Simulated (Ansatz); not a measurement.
**Work function of Nb(100): what the settings cost and change**

How far do cutoff, k-mesh and smearing move the work function of Nb(100)?

Calculated with Ansatz 0.2.0; plane-wave DFT, PBE, Ansatz PAW.

The experiments to compare with:

For Nb (clean (100) face, a compiled value), “Anisotropic work function of elemental crystals” (2019, arxiv:1902.07811) quotes earlier work: work function (clean (100) face, a compiled value) 3.97 eV.

### Step 1. Set-up

The cell holds 7 atoms: 7 Nb. Cell: a = 3.300 Å, b = 3.300 Å, c = 27.900 Å, α = 90.0°, β = 90.0°, γ = 90.0°. Vacuum lies along c.

### Step 2. Run, setting cutoff 200 eV

A work function rests on the faint tail of the density, so the SCF threshold is tight. The cutoff is raised first; then mesh and smearing are varied at the default cutoff.

File input.yaml:

```yaml
crystal:
  lattice:
    - [3.3, 0.0, 0.0]
    - [0.0, 3.3, 0.0]
    - [0.0, 0.0, 27.9]
  atoms:
    - { symbol: Nb, position: [0.0, 0.0, 0.3225806452] }
    - { symbol: Nb, position: [0.5, 0.5, 0.3817204301] }
    - { symbol: Nb, position: [0.0, 0.0, 0.4408602151] }
    - { symbol: Nb, position: [0.5, 0.5, 0.5] }
    - { symbol: Nb, position: [0.0, 0.0, 0.5591397849] }
    - { symbol: Nb, position: [0.5, 0.5, 0.6182795699] }
    - { symbol: Nb, position: [0.0, 0.0, 0.6774193548] }
kpoints:
  mp_grid: { grid: [12, 12, 1] }
hamiltonian:
  xc: pbe
scf:
  occupations: { method: fermi_dirac, width: 0.1 }
  convergence: { dr2_threshold: 1.0e-09 }
efield:
  axis: 3
  dipole_correction: true
  ramp_position: 0.97
  ramp_width: 0.06
basis:
  ecutwfc: "200 eV"
output:
  write_potential: true
  write_density: true
  volumetric_format: npy
  elf: true
```

Run with:

```
> ansatz run input.yaml --threads 2 --pin off --max-ram 3072MiB --backend cpu --events-out ev --progress --plain --runs-dir out
```

The log of the run:

```text
Warning: basis.ecutwfc = 200 eV is below the records' recommended 420 eV, and the density's cutoff is lower with it unless basis.ecutrho_ratio is high enough to keep the records' density cutoff: compare with a run at a higher cutoff
Engine: ansatz 0.2.0, aarch64-unknown-linux-gnu
Pseudopotentials: kind: paw
Pseudopotential: Nb, paw, valence charge 13, recommended cutoff 420 eV (normal), Nb.paw.azcp
Functional definition: PBE
  parameter kappa = 0.804
  parameter beta = 0.066725
  exchange = pbe_x(kappa = kappa, mu = beta*pi^2/3)
  correlation = pbe_c(beta = beta)
Crystal: 7 atoms, lattice volume = 303.831 Å³
Basis set: ecut = 200 eV, 1973 PW (Γ)
Bands: 55, of which v1, the nominal top of the filled ones, is band 46 counted from 1 (45 counted from 0)
Symmetry: 8 space group operations
k-points: 28 of 144
Non-local potential: Nb, projectors of the file, l = 0: 3, l = 1: 2, l = 2: 2, l = 3: 1
PAW form: soft (Blöchl's): semilocal exchange-correlation on the pseudo side does not see the compensation charge
PAW one-centre angular grid: Nb, 590 points (default); XC on 64 Gauss nodes
Initial density: superposition of atomic densities (neutral atoms: chi_scale 0, normalization atom), corrected by the library's trained network
Initial wavefunctions: pseudopotential atomic-orbital guess
Functional: x = pbe(κ = 0.804, μ = 0.219515), c = pbe(β = 0.066725)
SCF iter   1: F=—  HF=-31847.209921 eV  |F-HF|=—  |Δ(HF+E_count)|=         —  Δρ=3.65e-2  dr2=1.47e1  ethr=1.77e-3  p=0.000 e·Å  D=1.96e-13 V/Å  ΔV_dip=-0.00 eV  dr2_dipole=3.04e-11  V_vac-E_F(+/−)=3.89/3.89 eV  ⟨swp⟩=8.4  Hψ=6860  notcnv=0
efield: sawtooth ramp at fractional position 0.9700 (set: `efield.ramp_position`, or a place that a band, a saddle search or an elastic batch's reference lends), width 0.0600; the density the first Hamiltonian is built on has a dipole p = 0.000 e·Å; the dipole correction subtracts the counter field D = 1.96e-13 V/Å, which shifts the + side's vacuum level by -0.00 eV against the − side's; the planar-averaged density in the ramp window peaks in size at 1.5e-5 e/Å³
preconditioner: auto → LDOS  [metal: Δε(μ)=0.004 eV  Ē_g=3.249 eV  σ=0.100 eV  W_gap=0.01  n_scr=62 (ndim 8)  ℏωp=12.6 eV  f_vac=0.511  D(μ)=7.24/eV (n_scr^D=46)  β→1.0]
SCF iter   2: F=—  HF=-31846.521360 eV  |F-HF|=—  |Δ(HF+E_count)|=   6.89e-1  Δρ=1.52e-2  dr2=4.52e0  ethr=1.77e-3  p=-0.000 e·Å  D=-2.10e-7 V/Å  ΔV_dip=0.00 eV  dr2_dipole=3.11e-7  V_vac-E_F(+/−)=3.72/3.72 eV  ⟨swp⟩=3.1  Hψ=3411  notcnv=0
SCF iter   3: F=—  HF=-31846.293998 eV  |F-HF|=—  |Δ(HF+E_count)|=   2.27e-1  Δρ=2.09e-3  dr2=1.36e-1  ethr=1.77e-3  p=0.000 e·Å  D=4.86e-8 V/Å  ΔV_dip=-0.00 eV  dr2_dipole=1.36e-8  V_vac-E_F(+/−)=3.77/3.77 eV  ⟨swp⟩=2.5  Hψ=2357  notcnv=0
SCF iter   4: F=—  HF=-31846.291068 eV  |F-HF|=—  |Δ(HF+E_count)|=   2.93e-3  Δρ=6.31e-4  dr2=2.98e-3  ethr=1.50e-4  p=-0.000 e·Å  D=-1.25e-6 V/Å  ΔV_dip=0.00 eV  dr2_dipole=5.03e-10  V_vac-E_F(+/−)=3.77/3.77 eV  ⟨swp⟩=1.8  Hψ=1809  notcnv=0
SCF iter   5: F=—  HF=-31846.290543 eV  |F-HF|=—  |Δ(HF+E_count)|=   5.25e-4  Δρ=1.60e-4  dr2=1.88e-4  ethr=3.28e-6  p=-0.000 e·Å  D=-4.16e-7 V/Å  ΔV_dip=0.00 eV  dr2_dipole=1.21e-10  V_vac-E_F(+/−)=3.78/3.78 eV  ⟨swp⟩=2.3  Hψ=2599  notcnv=0
SCF iter   6: F=—  HF=-31846.290573 eV  |F-HF|=—  |Δ(HF+E_count)|=   3.00e-5  Δρ=8.28e-5  dr2=7.46e-5  ethr=2.06e-7  p=0.000 e·Å  D=1.75e-7 V/Å  ΔV_dip=-0.00 eV  dr2_dipole=6.61e-10  V_vac-E_F(+/−)=3.79/3.79 eV  ⟨swp⟩=2.4  Hψ=2541  notcnv=0
SCF iter   7: F=—  HF=-31846.290575 eV  |F-HF|=—  |Δ(HF+E_count)|=   1.18e-6  Δρ=2.07e-5  dr2=5.39e-6  ethr=8.20e-8  p=0.000 e·Å  D=3.35e-7 V/Å  ΔV_dip=-0.00 eV  dr2_dipole=3.70e-11  V_vac-E_F(+/−)=3.80/3.80 eV  ⟨swp⟩=2.0  Hψ=2068  notcnv=0
SCF iter   8: F=—  HF=-31846.290573 eV  |F-HF|=—  |Δ(HF+E_count)|=   1.81e-6  Δρ=1.01e-5  dr2=9.53e-7  ethr=5.92e-9  p=0.000 e·Å  D=1.31e-7 V/Å  ΔV_dip=-0.00 eV  dr2_dipole=3.36e-12  V_vac-E_F(+/−)=3.80/3.80 eV  ⟨swp⟩=2.5  Hψ=2720  notcnv=0
SCF iter   9: F=—  HF=-31846.290573 eV  |F-HF|=—  |Δ(HF+E_count)|=   3.79e-8  Δρ=3.21e-6  dr2=1.09e-7  ethr=1.05e-9  p=0.000 e·Å  D=5.04e-8 V/Å  ΔV_dip=-0.00 eV  dr2_dipole=2.20e-13  V_vac-E_F(+/−)=3.80/3.81 eV  ⟨swp⟩=2.0  Hψ=2605  notcnv=0
SCF iter  10: F=—  HF=-31846.290573 eV  |F-HF|=—  |Δ(HF+E_count)|=   1.54e-8  Δρ=8.94e-7  dr2=7.84e-9  ethr=1.20e-10  p=0.000 e·Å  D=2.31e-8 V/Å  ΔV_dip=-0.00 eV  dr2_dipole=2.93e-16  V_vac-E_F(+/−)=3.81/3.81 eV  ⟨swp⟩=2.3  Hψ=2376  notcnv=0
SCF iter  11: F=-31846.290573 eV  HF=-31846.290573 eV  |F-HF|=9.39e-10  |Δ(HF+E_count)|=   4.69e-9  Δρ=2.86e-7  dr2=6.43e-10  ethr=1.10e-12  p=0.000 e·Å  D=1.09e-8 V/Å  ΔV_dip=-0.00 eV  dr2_dipole=1.17e-14  V_vac-E_F(+/−)=3.81/3.81 eV  ⟨swp⟩=10.2  Hψ=4410  notcnv=0
the search or the solves at the SCF's close seem to have found levels that the self-consistency loop had missed (the run counts 1). By its estimate they hold under 1e-12 electrons; where the run keeps them, the occupations were computed again with them
WARN: efield: at this solve's end the planar-averaged density reaches 2.03e-5 e/Å³ inside the ramp window [0.9342, 0.0658] (bound 1e-5 e/Å³), and 1.33e-5 e/Å³ on another of its planes; the window's nearer edge stands 7.16 Å from this solve's nearest atom along the axis. Its work functions, free energy, forces, stress, dipole, levels and responses can be off, and this figure does not tell by how much. A short vacuum, a low `basis.ecutwfc` or `basis.ecutrho_ratio` and negative occupations (`scf.occupations.method`) can put density there. See the manual's quickstart, § The vacuum guard
SCF 1 converged in 11 iterations: F = -31846.290573 eV  dr2 = 6.43e-10
  greatest PAW one-centre occupation: 1.041 electrons in one spin orbital (limit 2), on the Nb atom at site 5 (counted from 0), in its partial waves of l = 1
WARN: The output density's exchange-correlation potential varies sharply where the density is thin. Do not read a vacuum level from v_tot or v_xc, or from such a field of the output density. On a cell that repeats whose density bears no net charge and no dipole along the vacuum's axis use v_es (v_loc + v_h of the components); under efield.dipole_correction with no amplitude use v_es + v_field, which holds any externa [...]
SCF converged after 11 iterations
Free energy (F): -31846.290573 eV
Harris-Foulkes:  -31846.290573 eV  (|F-HF|=9.39e-10)
Internal energy: -31845.963115 eV  (E = F + TS)
E sigma→0 (E₀):  -31846.126844 eV
Entropy (-TS):   -0.327458 eV (-46.780 meV/atom)
Fermi energy:    5.435009 eV
Dipole field:    D = 0.000000 V/Å  (p = 0.000000 e·Å, saw-weighted, corrected)
Work function:   Φ+ = 3.8052 eV   Φ− = 3.8062 eV
Levels:          The Fermi level and band energies are counted from a zero that moves with the ramp; work functions are not
Vacuum region:   at the solve's end the planar-averaged density reaches 2.03e-5 e/Å³ inside the ramp window [0.9342, 0.0658] (bound 1e-5 e/Å³), and 1.33e-5 e/Å³ on another of its planes
--- Per-component energies (eV) ---
  E_band       = -1647.221468
  E_kinetic    = 2737.578140
  E_local      = -115228.243754  (includes V_loc(G=0)·N_el)
  E_nonlocal   = 815.647374
  E_hartree    = 56120.306153
  E_xc         = -1218.035599
  E_vxc        = -1477.412477  (∫ρ·V_xc dr)
  E_paw        = -21497.086259  (= ΣΔE_a)
  E_vpaw       = -735.397770  (= ΣTr[D̂ρ^β])
  E_aug_tail   = 0.000106  (compensation charges beyond the density's cutoff)
  E_efield     = 0.000000  (sawtooth field / dipole correction)
  E_vefield    = 0.000000  (∫n·V_field dr)
  E_ewald      = 46423.870723
  E_smearing   = -0.327458  (= −TS)
  E_closure    = -0.000000  (closes the sum)
  Σ components = -31846.290573   (vs F -31846.290573, Δ=0.00e0)
--- Band table (eV; the first three rows and the last of 28) ---
  k-point 0: bands = [... 42 lower, 5.5053, 5.5322, 5.5931, 5.6358, 5.6358, 5.8733, 5.8733, 6.0536, ... 5 higher]
  k-point 1: bands = [... 42 lower, 5.4232, 5.4372, 5.5585, 5.5651, 5.7011, 5.8673, 5.9520, 6.1429, ... 5 higher]
  k-point 2: bands = [... 42 lower, 5.2014, 5.2758, 5.3370, 5.3692, 5.5381, 6.1238, 6.1280, 6.2141, ... 5 higher]
  k-point 27: bands = [... 42 lower, 4.4818, 5.3388, 5.3388, 6.5256, 6.5256, 7.6535, 7.6709, 8.0175, ... 5 higher]
```

It took 30 s on 2 threads of Arm Neoverse N1, shared host; peak memory 0.42 GiB; 51 s of CPU time.

In the SCF lines HF is the Harris–Foulkes energy and dr2 the Hartree energy of the density residual, in eV; the loop may stop once dr2 is under the threshold and the program's other checks hold. Hψ counts applications of the Hamiltonian.

Numbers from this step:

| Property | Result |
| --- | --- |
| energy at zero smearing | -31846.1268 eV |
| work function, upper face | 3.805 eV |

Running mean over 1.65 Å of the planar mean; the ramp of the sawtooth is left out. The electron's electrostatic potential energy less the Fermi level by z:

```tsv
z (Å)	electron's electrostatic potential energy less the Fermi level (eV)
4	3.78
5	3.75
6	3.64
7	2.85
8	-2.89
9	-10.7
10	-11.2
11	-11.1
12	-11.2
13	-11.1
14	-11.1
15	-11.1
16	-11.2
17	-11.1
18	-11.2
19	-10.5
20	-1.88
21	3.00
22	3.66
23	3.76
24	3.78
```

ELF in the ca plane at fractional y = 0.000, with atoms of Nb within 0.2 Å of it. It is the smooth field of the valence electrons, not physical close to the nuclei.

Ten even steps from '0' (0.00) to '9' (0.74), each cell a mean:
```
39969735427969824426978923536978951000000000
25898435534888525533888524543799621000000000
12343455553333345553333345554343211110000000
22235655555333455555433455556543222210000000
22346654455444555555544555456654222210000000
21223565554222355554222355565332121110000000
13675345533566335543566335553577421000000000
38999635426989724525999824534999941000000000
49738835427837823426846933536945951000000000
```
Columns run along c (16.0 Å, from fractional 0.28 to 0.86 of the cell), rows up along a (3.3 Å). Atoms in or near the plane, at fractional coordinates: Nb at (0.32, 0.00), Nb at (0.44, 0.00), Nb at (0.56, 0.00), Nb at (0.68, 0.00).

Valence density in the ca plane at fractional y = 0.000, with atoms of Nb within 0.2 Å of it. It is the smooth field of the valence electrons, not physical close to the nuclei.

Ten even steps from '0' (0.0 e/Å³) to '9' (4.8 e/Å³), each cell a mean:
```
04898300003898400002899510002799510000000000
01454100001454100001354200001355200000000000
00111000000111000000111000000011000000000000
00000000000000000000000000000000000000000000
00000000000000000000000000000000000000000000
00000000000000000000000000000000000000000000
01232100001232100000232100000233100000000000
03786200002687300002687300001588410000000000
05999410004999510003999510002899610000000000
```
Columns run along c (16.0 Å, from fractional 0.28 to 0.86 of the cell), rows up along a (3.3 Å). Atoms in or near the plane, at fractional coordinates: Nb at (0.32, 0.00), Nb at (0.44, 0.00), Nb at (0.56, 0.00), Nb at (0.68, 0.00).

Electrostatic potential energy in the ca plane at fractional y = 0.000, with atoms of Nb within 0.2 Å of it. With pseudopotentials it is smooth inside the atoms' cores, unlike the true potential.

Ten even steps from '0' (-77 eV) to '9' (9 eV), each cell a mean:
```
85101589985101589986100489996200479999999999
87435799997534799998534799998534689999999999
98878999999878999999878899999877899999999999
99999999999999999999999999999999999999999999
99999999999999999999999999999999999999999999
99889999999989999999988999999988999999999999
98656899998656899998756899998756789999999999
86212689986312689997312589997311589999999999
84000489985000489985100389996100379999999999
```
Columns run along c (16.0 Å, from fractional 0.28 to 0.86 of the cell; values clipped at the 3rd and 97th percentile), rows up along a (3.3 Å). Atoms in or near the plane, at fractional coordinates: Nb at (0.32, 0.00), Nb at (0.44, 0.00), Nb at (0.56, 0.00), Nb at (0.68, 0.00).

The work function is 3.805 eV.

### Step 3. Slab

input.yaml, as its differences from that of step 2:

```diff
@@ -26,3 +26,3 @@
 basis:
-  ecutwfc: "200 eV"
+  ecutwfc: "300 eV"
 output:
@@ -31,2 +31 @@
   volumetric_format: npy
-  elf: true
```

The log of the run:

```text
[...]
Crystal: 7 atoms, lattice volume = 303.831 Å³
Basis set: ecut = 300 eV, 3643 PW (Γ)
Bands: 55, of which v1, the nominal top of the filled ones, is band 46 counted from 1 (45 counted from 0)
Symmetry: 8 space group operations
k-points: 28 of 144
[...]
k-point 0: bands = [... 42 lower, 5.5833, 5.5833, 5.6268, 5.6268, 5.7830, 5.7830, 5.7927, 6.1405, ... 5 higher]
  k-point 1: bands = [... 42 lower, 5.4004, 5.4019, 5.5943, 5.6137, 5.7298, 5.8350, 5.8866, 6.0925, ... 5 higher]
  k-point 2: bands = [... 42 lower, 5.1733, 5.2880, 5.3222, 5.4340, 5.5401, 6.0518, 6.1287, 6.1861, ... 5 higher]
  k-point 27: bands = [... 42 lower, 4.3230, 5.1861, 5.1861, 6.3638, 6.3638, 7.5888, 7.6088, 7.8680, ... 5 higher]
[key lines of the parts left out:]
SCF converged after 11 iterations
Free energy (F): -31862.468764 eV
Fermi energy:    5.410487 eV
Dipole field:    D = -0.000000 V/Å  (p = -0.000000 e·Å, saw-weighted, corrected)
Work function:   Φ+ = 3.7234 eV   Φ− = 3.7234 eV
```

Elapsed: 52 s, on 2 threads; peak memory 0.55 GiB; 84 s of CPU time.

The work function is 3.723 eV, -0.082 eV from the run “cutoff 200 eV”, at 1.7 times its CPU time.

### Step 4. Slab

input.yaml, as its differences from that of step 3:

```diff
@@ -26,3 +26,3 @@
 basis:
-  ecutwfc: "300 eV"
+  ecutwfc: "420 eV"
 output:
```

The log of the run:

```text
[...]
Crystal: 7 atoms, lattice volume = 303.831 Å³
Basis set: ecut = 420 eV, 6013 PW (Γ)
Bands: 55, of which v1, the nominal top of the filled ones, is band 46 counted from 1 (45 counted from 0)
Symmetry: 8 space group operations
k-points: 28 of 144
[...]
k-point 0: bands = [... 42 lower, 5.5834, 5.5834, 5.6256, 5.6256, 5.7834, 5.7834, 5.7922, 6.1417, ... 5 higher]
  k-point 1: bands = [... 42 lower, 5.3992, 5.4020, 5.5942, 5.6134, 5.7300, 5.8350, 5.8859, 6.0928, ... 5 higher]
  k-point 2: bands = [... 42 lower, 5.1726, 5.2877, 5.3209, 5.4337, 5.5397, 6.0524, 6.1291, 6.1853, ... 5 higher]
  k-point 27: bands = [... 42 lower, 4.3216, 5.1844, 5.1844, 6.3607, 6.3607, 7.5880, 7.6072, 7.8626, ... 5 higher]
[key lines of the parts left out:]
SCF converged after 11 iterations
Free energy (F): -31862.695062 eV
Fermi energy:    5.409373 eV
Dipole field:    D = 0.000000 V/Å  (p = 0.000000 e·Å, saw-weighted, corrected)
Work function:   Φ+ = 3.7228 eV   Φ− = 3.7228 eV
```

The job ended after 71 s (2 threads; peak memory 0.76 GiB).

The work function is 3.723 eV, -0.082 eV from the run “cutoff 200 eV”, at 2.4 times its CPU time.

### Step 5. Run

input.yaml, as its differences from that of step 4:

```diff
@@ -26,3 +26,3 @@
 basis:
-  ecutwfc: "420 eV"
+  ecutwfc: "600 eV"
 output:
```

The log of the run:

```text
[...]
Crystal: 7 atoms, lattice volume = 303.831 Å³
Basis set: ecut = 600 eV, 10215 PW (Γ)
Bands: 55, of which v1, the nominal top of the filled ones, is band 46 counted from 1 (45 counted from 0)
Symmetry: 8 space group operations
k-points: 28 of 144
[...]
k-point 0: bands = [... 42 lower, 5.5834, 5.5834, 5.6256, 5.6256, 5.7834, 5.7834, 5.7923, 6.1417, ... 5 higher]
  k-point 1: bands = [... 42 lower, 5.3992, 5.4020, 5.5942, 5.6134, 5.7300, 5.8350, 5.8858, 6.0928, ... 5 higher]
  k-point 2: bands = [... 42 lower, 5.1726, 5.2876, 5.3209, 5.4337, 5.5397, 6.0524, 6.1291, 6.1853, ... 5 higher]
  k-point 27: bands = [... 42 lower, 4.3215, 5.1842, 5.1842, 6.3605, 6.3605, 7.5880, 7.6072, 7.8624, ... 5 higher]
[key lines of the parts left out:]
SCF converged after 11 iterations
Free energy (F): -31862.699394 eV
Fermi energy:    5.409314 eV
Dipole field:    D = 0.000000 V/Å  (p = 0.000000 e·Å, saw-weighted, corrected)
Work function:   Φ+ = 3.7228 eV   Φ− = 3.7228 eV
```

Elapsed: 2.3 min, on 2 threads; peak memory 1.1 GiB.

The work function is 3.723 eV, +0.000 eV from the run “cutoff 420 eV”, at 1.9 times its CPU time.

### Step 6. Slab

input.yaml, as its differences from that of step 5:

```diff
@@ -14,3 +14,3 @@
 kpoints:
-  mp_grid: { grid: [12, 12, 1] }
+  mp_grid: { grid: [2, 2, 1] }
 hamiltonian:
@@ -25,4 +25,2 @@
   ramp_width: 0.06
-basis:
-  ecutwfc: "600 eV"
 output:
```

The log of the run:

```text
[...]
Crystal: 7 atoms, lattice volume = 303.831 Å³
Basis set: ecut = 420 eV, 6013 PW (Γ)
Bands: 55, of which v1, the nominal top of the filled ones, is band 46 counted from 1 (45 counted from 0)
Symmetry: 8 space group operations
k-points: 3 of 4
[...]
Work function:   Φ+ = 3.8099 eV   Φ− = 3.8097 eV
[...]
--- Band table (eV) ---
  k-point 0: bands = [... 42 lower, 5.3879, 5.3879, 5.5072, 5.5989, 5.6248, 5.6287, 5.6287, 5.9586, ... 5 higher]
  k-point 1: bands = [... 42 lower, 4.6603, 5.1460, 5.3323, 5.4806, 5.5121, 5.7340, 6.0480, 6.4579, ... 5 higher]
  k-point 2: bands = [... 42 lower, 4.1103, 4.9887, 4.9887, 6.1098, 6.1098, 7.6488, 7.6623, 7.8309, ... 5 higher]
[key lines of the parts left out:]
SCF converged after 13 iterations
Free energy (F): -31862.124078 eV
Fermi energy:    5.522896 eV
Dipole field:    D = -0.000005 V/Å  (p = -0.000008 e·Å, saw-weighted, corrected)
```

Wall time 8.2 s (2 threads); peak memory 0.49 GiB.

The work function is 3.810 eV, +0.087 eV from the run “cutoff 420 eV”, at 0.074 times its CPU time.

### Step 7. Run

input.yaml, as its differences from that of step 6:

```diff
@@ -14,3 +14,3 @@
 kpoints:
-  mp_grid: { grid: [2, 2, 1] }
+  mp_grid: { grid: [4, 4, 1] }
 hamiltonian:
```

The log of the run:

```text
[...]
Crystal: 7 atoms, lattice volume = 303.831 Å³
Basis set: ecut = 420 eV, 6013 PW (Γ)
Bands: 55, of which v1, the nominal top of the filled ones, is band 46 counted from 1 (45 counted from 0)
Symmetry: 8 space group operations
k-points: 6 of 16
[...]
k-point 0: bands = [... 42 lower, 5.5912, 5.5912, 5.6175, 5.6175, 5.7716, 5.7716, 5.7866, 6.1582, ... 5 higher]
  k-point 1: bands = [... 42 lower, 4.9606, 5.0554, 5.1266, 5.3559, 5.5365, 5.8006, 5.9593, 6.6365, ... 5 higher]
  k-point 2: bands = [... 42 lower, 4.7374, 5.3508, 5.4306, 5.4905, 5.6576, 5.8837, 6.2210, 6.6144, ... 5 higher]
  k-point 5: bands = [... 42 lower, 4.3250, 5.1824, 5.1824, 6.3619, 6.3619, 7.5810, 7.6008, 7.8768, ... 5 higher]
[key lines of the parts left out:]
SCF converged after 11 iterations
Free energy (F): -31862.848074 eV
Fermi energy:    5.392861 eV
Dipole field:    D = 0.000000 V/Å  (p = 0.000000 e·Å, saw-weighted, corrected)
Work function:   Φ+ = 3.7295 eV   Φ− = 3.7295 eV
```

Elapsed: 17 s, on 2 threads; peak memory 0.49 GiB; 23 s of CPU time.

The work function is 3.730 eV, +0.007 eV from the run “cutoff 420 eV”, at 0.19 times its CPU time.

[end of part 1 of 2]

[Long decimals in the printed logs are rounded to 6 places.]

[Logs are printed without paths, hosts, clocks, repeated set-up lines and the standing remarks that a program may print on its own settings, such as how far it seeks lower states.]

[Hosts, paths, dates, database ids (printed as entryN), source tags and the programs' standing remarks are cut or masked in the printed files.]

[Maps of the electrostatic potential energy from Ansatz leave out the sawtooth potential of an applied field or a dipole correction, so their vacuum need not be flat; planar profiles and work functions include it.]
